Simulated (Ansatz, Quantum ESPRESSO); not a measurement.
# Screening and band shifts of 1T-HfO2, 1 layer, part 2 of 5

How does 1T-HfO2, 1 layer respond to a gate-like field without added charge?

Quantum ESPRESSO 7.5; plane-wave DFT, PBEsol, GBRV ultrasoft pseudopotentials; geometry and cross-check by Ansatz 0.2.0 with PAW datasets.

So far: Starting point; Relaxation with Ansatz.

**3. Self-consistent run: no field**

The zero-field run is the reference. tefield and dipfield are on already, so that all runs share k-points and boundary.

Level of this step: plane-wave DFT, PBEsol, GBRV ultrasoft pseudopotentials (Quantum ESPRESSO 7.5).

f0.in

```
&control
  prefix = 'f0'
  outdir = './out'
  pseudo_dir = './pseudo'
  calculation = 'scf'
  tprnfor = .true.
  tefield = .true.
  dipfield = .true.
/
&system
  ibrav = 0
  nat = 3
  ntyp = 2
  ecutwfc = 40
  ecutrho = 200
  occupations = 'smearing'
  smearing = 'fd'
  degauss = 0.004
  edir = 3
  emaxpos = 0.97
  eopreg = 0.04
  eamp = 0.0
/
&electrons
  conv_thr = 1e-09
  mixing_beta = 0.4
  electron_maxstep = 120
  mixing_mode = 'plain'
/
ATOMIC_SPECIES
  O   15.9990  o_pbesol_v1.2.uspp.F.UPF
  Hf  178.4900  hf_pbesol_v1.uspp.F.UPF
CELL_PARAMETERS angstrom
  3.25150210340337 0.00000000000000 0.00000000000000
  -1.62575105170168 2.81588342200585 0.00000000000000
  0.00000000000000 0.00000000000000 19.51859087590000
ATOMIC_POSITIONS crystal
  O   0.666666666667 0.333333333333 0.450298503764
  Hf  -0.000000000000 0.000000000000 0.499999991745
  O   0.333333333333 0.666666666667 0.549701504491
K_POINTS automatic
  12 12 1 0 0 0
```

Launch:

```bash
OMP_NUM_THREADS=1 mpirun -n 4 pw.x -nk 4 -in f0.in > f0.out
```

Log:

```text
Program PWSCF v.7.5 starts
[citation notice left out]

     Parallel version (MPI & OpenMP), running on       4 processor cores
     Number of MPI processes:                 4
     Threads/MPI process:                     1

     MPI processes distributed on     1 nodes
[...]
Current dimensions of program PWSCF are:
     Max number of different atomic species (ntypx) = 10
     Max number of k-points (npk) =  40000
     Max angular momentum in pseudopotentials (lmaxx) =  4
     Presently no symmetry can be used with electric field

     K-points division:     npool     =       4
     Subspace diagonalization in iterative solution of the eigenvalue problem:
     a serial algorithm will be used

     G-vector sticks info
     --------------------
     sticks:   dense  smooth     PW     G-vecs:    dense   smooth      PW
     Sum         511     421    139                57533    41285    8061

     Using Slab Decomposition

     bravais-lattice index     =            0
     lattice parameter (alat)  =       6.1444  a.u.
     unit-cell volume          =    1205.9902 (a.u.)^3
     number of atoms/cell      =            3
     number of atomic types    =            2
     number of electrons       =        24.00
     number of Kohn-Sham states=           16
     kinetic-energy cutoff     =      40.0000  Ry
     charge density cutoff     =     200.0000  Ry
     scf convergence threshold =      1.0E-09
     mixing beta               =       0.4000
     number of iterations used =            8  plain     mixing
     Exchange-correlation= SLA  PW   PSX  PSC
                           (   1   4  10   8   0   0   0)

     celldm(1)=   6.144448  celldm(2)=   0.000000  celldm(3)=   0.000000
     celldm(4)=   0.000000  celldm(5)=   0.000000  celldm(6)=   0.000000

     crystal axes: (cart. coord. in units of alat)
               a(1) = (   1.000000   0.000000   0.000000 )
               a(2) = (  -0.500000   0.866025   0.000000 )
               a(3) = (   0.000000   0.000000   6.002946 )

     reciprocal axes: (cart. coord. in units 2 pi/alat)
               b(1) = (  1.000000  0.577350 -0.000000 )
               b(2) = (  0.000000  1.154701  0.000000 )
               b(3) = (  0.000000 -0.000000  0.166585 )

     PseudoPot. # 1 for O  read from file:
     ./pseudo/o_pbesol_v1.2.uspp.F.UPF
     Pseudo is Ultrasoft + core correction, Zval =  6.0
     Generated by new atomic code, or converted to UPF format
     Using radial grid of  737 points,  5 beta functions with:
                l(1) =   0
                l(2) =   0
                l(3) =   1
                l(4) =   1
                l(5) =   2
     Q(r) pseudized with  8 coefficients,  rinner =    0.900   0.900   0.900
                                                       0.900   0.900

     PseudoPot. # 2 for Hf read from file:
     ./pseudo/hf_pbesol_v1.uspp.F.UPF
     Pseudo is Ultrasoft + core correction, Zval = 12.0
     Generated by new atomic code, or converted to UPF format
     Using radial grid of  921 points,  8 beta functions with:
                l(1) =   0
                l(2) =   0
                l(3) =   0
                l(4) =   1
                l(5) =   1
                l(6) =   2
                l(7) =   2
                l(8) =   3
     Q(r) pseudized with  6 coefficients,  rinner =    1.200   1.200   1.200
                                                       1.200   1.200   1.200
                                                       1.200

     atomic species   valence    mass     pseudopotential
     O                 6.00    15.99900     O ( 1.00)
     Hf               12.00   178.49000     Hf( 1.00)

     No symmetry found

   Cartesian axes

     site n.     atom                  positions (alat units)
         1        O      tau(   1) = (   0.5000000   0.2886751   2.7031175  )
         2        Hf     tau(   2) = (   0.0000000   0.0000000   3.0014728  )
         3        O      tau(   3) = (  -0.0000000   0.5773503   3.2998283  )

     number of k points=    74  Fermi-Dirac smearing, width (Ry)=  0.0040
                       cart. coord. in units 2pi/alat
        k(    1) = (   0.0000000   0.0000000   0.0000000), wk =   0.0138889
        k(    2) = (   0.0000000   0.0962250   0.0000000), wk =   0.0277778
        k(    3) = (   0.0000000   0.1924501   0.0000000), wk =   0.0277778
        k(    4) = (   0.0000000   0.2886751   0.0000000), wk =   0.0277778
        k(    5) = (   0.0000000   0.3849002   0.0000000), wk =   0.0277778
        k(    6) = (   0.0000000   0.4811252   0.0000000), wk =   0.0277778
        k(    7) = (   0.0000000  -0.5773503   0.0000000), wk =   0.0138889
        k(    8) = (   0.0833333   0.0481125   0.0000000), wk =   0.0277778
        k(    9) = (   0.0833333   0.1443376   0.0000000), wk =   0.0277778
        k(   10) = (   0.0833333   0.2405626   0.0000000), wk =   0.0277778
[...]
k(   74) = (  -0.5000000  -0.8660254   0.0000000), wk =   0.0138889

     Dense  grid:    57533 G-vectors     FFT dimensions: (  27,  27, 180)

     Smooth grid:    41285 G-vectors     FFT dimensions: (  25,  25, 150)

     Estimated max dynamical RAM per process >     153.55 MB

     Estimated total dynamical RAM >     572.07 MB

     Check: negative core charge=   -0.000016

     Initial potential from superposition of free atoms

     starting charge      22.0000, renormalised to      24.0000

     negative rho (up, down):  1.119E-01 0.000E+00

     Adding external electric field

     Computed dipole along edir(3) :
        Dipole                0.0000 Ry au,          0.0000 Debye
        Dipole field          0.0000 Ry au,

        Potential amp.       -0.0000 Ry
        Total length         35.4094 bohr

     Starting wfcs are   21 randomized atomic wfcs

     total cpu time spent up to now is        2.7 secs

     per-process dynamical memory:    64.1 Mb

     Self-consistent Calculation

     iteration #  1     ecut=    40.00 Ry     beta= 0.40
     Davidson diagonalization with overlap
     ethr =  1.00E-02,  avg # of iterations =  8.1

     negative rho (up, down):  1.078E-01 0.000E+00

     Adding external electric field

     Computed dipole along edir(3) :
        Dipole                0.0000 Ry au,          0.0001 Debye
        Dipole field          0.0000 Ry au,

        Potential amp.       -0.0000 Ry
        Total length         35.4094 bohr

     total cpu time spent up to now is        8.6 secs

     total energy              =    -223.37204857 Ry
     estimated scf accuracy    <       0.99879152 Ry

     iteration #  2     ecut=    40.00 Ry     beta= 0.40
[...]
negative rho (up, down):  1.072E-01 0.000E+00

[...]
Dipole                0.0000 Ry au,          0.0000 Debye
[...]
total energy              =    -223.41658826 Ry
     estimated scf accuracy    <       0.18181424 Ry

     iteration #  3     ecut=    40.00 Ry     beta= 0.40
[...]
negative rho (up, down):  1.080E-01 0.000E+00

[...]
Dipole                0.0000 Ry au,          0.0001 Debye
[...]
total energy              =    -223.42949933 Ry
     estimated scf accuracy    <       0.01961743 Ry

     iteration #  4     ecut=    40.00 Ry     beta= 0.40
[...]
negative rho (up, down):  1.089E-01 0.000E+00

[...]
Dipole               -0.0001 Ry au,         -0.0001 Debye
[...]
total energy              =    -223.43365357 Ry
     estimated scf accuracy    <       0.00117091 Ry

     iteration #  5     ecut=    40.00 Ry     beta= 0.40
[...]
negative rho (up, down):  1.093E-01 0.000E+00

[...]
Dipole                0.0002 Ry au,          0.0004 Debye
[...]
total energy              =    -223.43383664 Ry
     estimated scf accuracy    <       0.00012821 Ry

     iteration #  6     ecut=    40.00 Ry     beta= 0.40
[...]
negative rho (up, down):  1.092E-01 0.000E+00

[...]
Dipole               -0.0001 Ry au,         -0.0002 Debye
[...]
total energy              =    -223.43384416 Ry
     estimated scf accuracy    <       0.00000591 Ry

     iteration #  7     ecut=    40.00 Ry     beta= 0.40
[...]
negative rho (up, down):  1.092E-01 0.000E+00

[...]
Dipole                0.0002 Ry au,          0.0005 Debye
[...]
total energy              =    -223.43384477 Ry
     estimated scf accuracy    <       0.00000111 Ry

     iteration #  8     ecut=    40.00 Ry     beta= 0.40
[...]
negative rho (up, down):  1.092E-01 0.000E+00

[...]
Dipole               -0.0000 Ry au,         -0.0001 Debye
[...]
total energy              =    -223.43384505 Ry
     estimated scf accuracy    <       0.00000030 Ry

     iteration #  9     ecut=    40.00 Ry     beta= 0.40
[...]
negative rho (up, down):  1.092E-01 0.000E+00

[...]
Dipole               -0.0000 Ry au,         -0.0000 Debye
[...]
total energy              =    -223.43384501 Ry
     estimated scf accuracy    <       0.00000014 Ry

     iteration # 10     ecut=    40.00 Ry     beta= 0.40
[...]
negative rho (up, down):  1.092E-01 0.000E+00

[...]
Dipole                0.0000 Ry au,          0.0000 Debye
[...]
total energy              =    -223.43384505 Ry
     estimated scf accuracy    <       0.00000002 Ry

     iteration # 11     ecut=    40.00 Ry     beta= 0.40
[...]
negative rho (up, down):  1.092E-01 0.000E+00

[...]
Dipole               -0.0000 Ry au,         -0.0000 Debye
[...]
End of self-consistent calculation

          k = 0.0000 0.0000 0.0000 (  5187 PWs)   bands (ev):

   -64.5018 -33.3762 -32.9247 -32.9247 -21.3542 -19.4766  -7.9856  -7.9856
    -7.6239  -5.0512  -4.6716  -4.6716   0.6750   1.0128   2.3670   2.4703

          k = 0.0000 0.0962 0.0000 (  5139 PWs)   bands (ev):

   -64.4995 -33.3650 -32.9818 -32.9346 -21.2439 -19.5459  -7.9536  -7.9003
    -7.5470  -5.0251  -4.8898  -4.7711   0.6642   0.8397   1.2306   2.4852

          k = 0.0000 0.1925 0.0000 (  5131 PWs)   bands (ev):

   -64.4930 -33.3352 -33.1337 -32.9620 -20.9514 -19.7217  -7.8629  -7.6694
    -7.3561  -5.6255  -5.0073  -4.6914   0.6031   1.2595   1.6764   2.8126

          k = 0.0000 0.2887 0.0000 (  5151 PWs)   bands (ev):

   -64.4842 -33.3452 -33.2809 -32.9991 -20.6082 -19.8939  -7.8266  -7.3675
    -7.1901  -6.0396  -5.2529  -4.5148   0.5415   1.7767   1.8851   3.2031

          k = 0.0000 0.3849 0.0000 (  5131 PWs)   bands (ev):

   -64.4753 -33.5286 -33.2446 -33.0358 -20.5016 -19.8143  -8.1530  -7.1066
    -6.9448  -5.8929  -5.3985  -4.5562   0.4877   1.8027   2.2432   3.7814

          k = 0.0000 0.4811 0.0000 (  5158 PWs)   bands (ev):

   -64.4688 -33.6623 -33.2130 -33.0626 -20.5953 -19.5733  -8.5586  -6.9679
    -6.5302  -5.6657  -5.4203  -4.7529   0.4256   1.6519   2.5586   4.6261

[...]
the Fermi energy is    -2.7792 ev

!    total energy              =    -223.43384506 Ry
     estimated scf accuracy    <          4.1E-10 Ry
     smearing contrib. (-TS)   =      -0.00000000 Ry
     internal energy E=F+TS    =    -223.43384506 Ry

     The total energy is F=E-TS. E is the sum of the following terms:
     one-electron contribution =   -1021.64139178 Ry
     hartree contribution      =     511.60331693 Ry
     xc contribution           =     -89.74595218 Ry
     ewald contribution        =     376.35018197 Ry
     electric field correction =       0.00000000 Ry

     convergence has been achieved in  11 iterations

     negative rho (up, down):  1.092E-01 0.000E+00

     Forces acting on atoms (cartesian axes, Ry/au):

     atom    1 type  1   force =     0.00000003    0.00000006    0.01763931
     atom    2 type  2   force =    -0.00000003    0.00000000    0.00000497
     atom    3 type  1   force =    -0.00000000   -0.00000007   -0.01764428

     Total force =     0.024949     Total SCF correction =     0.000052

[...]
=------------------------------------------------------------------------------=
   JOB DONE.
=------------------------------------------------------------------------------=
[key lines of the parts left out:]
Dipole field         -0.0000 Ry au,
```

The job ended after 56 s (4 MPI ranks of Arm Neoverse N1, shared host; peak memory 0.77 GiB; 3.7 min of CPU time).

This step gave:

* free energy: -3039.9723 eV
* Fermi energy: -2.779 eV
* dipole along the normal: 0 e·Å
* valence top, on the run's zero: -4.424 eV
* conduction bottom, on the run's zero: 0.3913 eV
* gap by band count: 4.815 eV

The program's own clock; routines nest. Time by routine:

| routine | wall time (s) | calls |
| --- | --- | --- |
| PWSCF | 55.16 | 1 |
| electrons | 51.74 | 1 |
| c_bands | 39.93 | 11 |
| cegterg | 35.31 | 209 |
| h_psi | 29.21 | 1101 |
| fftw | 27.28 | 22118 |
| vloc_psi | 25.27 | 1101 |
| sum_band | 8.47 | 11 |
| calbec | 2.71 | 1386 |
| init_run | 2.47 | 1 |
| newd | 2.38 | 12 |
| add_vuspsi | 1.96 | 1101 |
| s_psi | 1.92 | 1101 |
| h_psi:calbec | 1.89 | 1101 |

The run needed 11 iterations to bring the estimated error under 1e-09 Ry; the largest force on any atom, held or free, is 0.45 eV/Å.

**4. Electrostatic potential**

The vacuum level is read from the electrostatic potential (plot_num = 11), averaged over planes.

f0.pot.in

```
&inputpp
  prefix = 'f0'
  outdir = './out'
  filplot = 'f0.pot.dat'
  plot_num = 11
/
```

Launch:

```bash
OMP_NUM_THREADS=1 mpirun -n 4 pp.x -in f0.pot.in > f0.pot.out
```

Elapsed: 1.3 s, on 4 MPI ranks; peak memory 0.13 GiB; 4.8 s of CPU time.

Read from the output:

```
slope of the potential above                                          : 6.37e-6 eV/Å
upper vacuum line continued to the top atoms, over the valence top    : 7.952 eV
slope of the potential below                                          : 4.75e-6 eV/Å
lower vacuum line continued to the bottom atoms, over the valence top : 7.952 eV
vacuum level at the upper face over the valence top of the mesh       : 7.952 eV
vacuum level at the lower face over the valence top of the mesh       : 7.952 eV
```

The vacuum is flat to 0.1 meV/Å, so its level is well defined. Inside the slab the curve depends on the local part of the pseudopotentials; only the vacuum level has a meaning of its own.

(Part 2 of 5 ends here.)

[Logs are printed without paths, hosts, clocks, repeated set-up lines and the standing remarks that a program may print on its own settings, such as how far it seeks lower states.]

[Hosts, paths, dates, database ids (printed as entryN), source tags and the programs' standing remarks are cut or masked in the printed files.]

[Maps of the electrostatic potential energy from Ansatz leave out the sawtooth potential of an applied field or a dipole correction, so their vacuum need not be flat; planar profiles and work functions include it.]
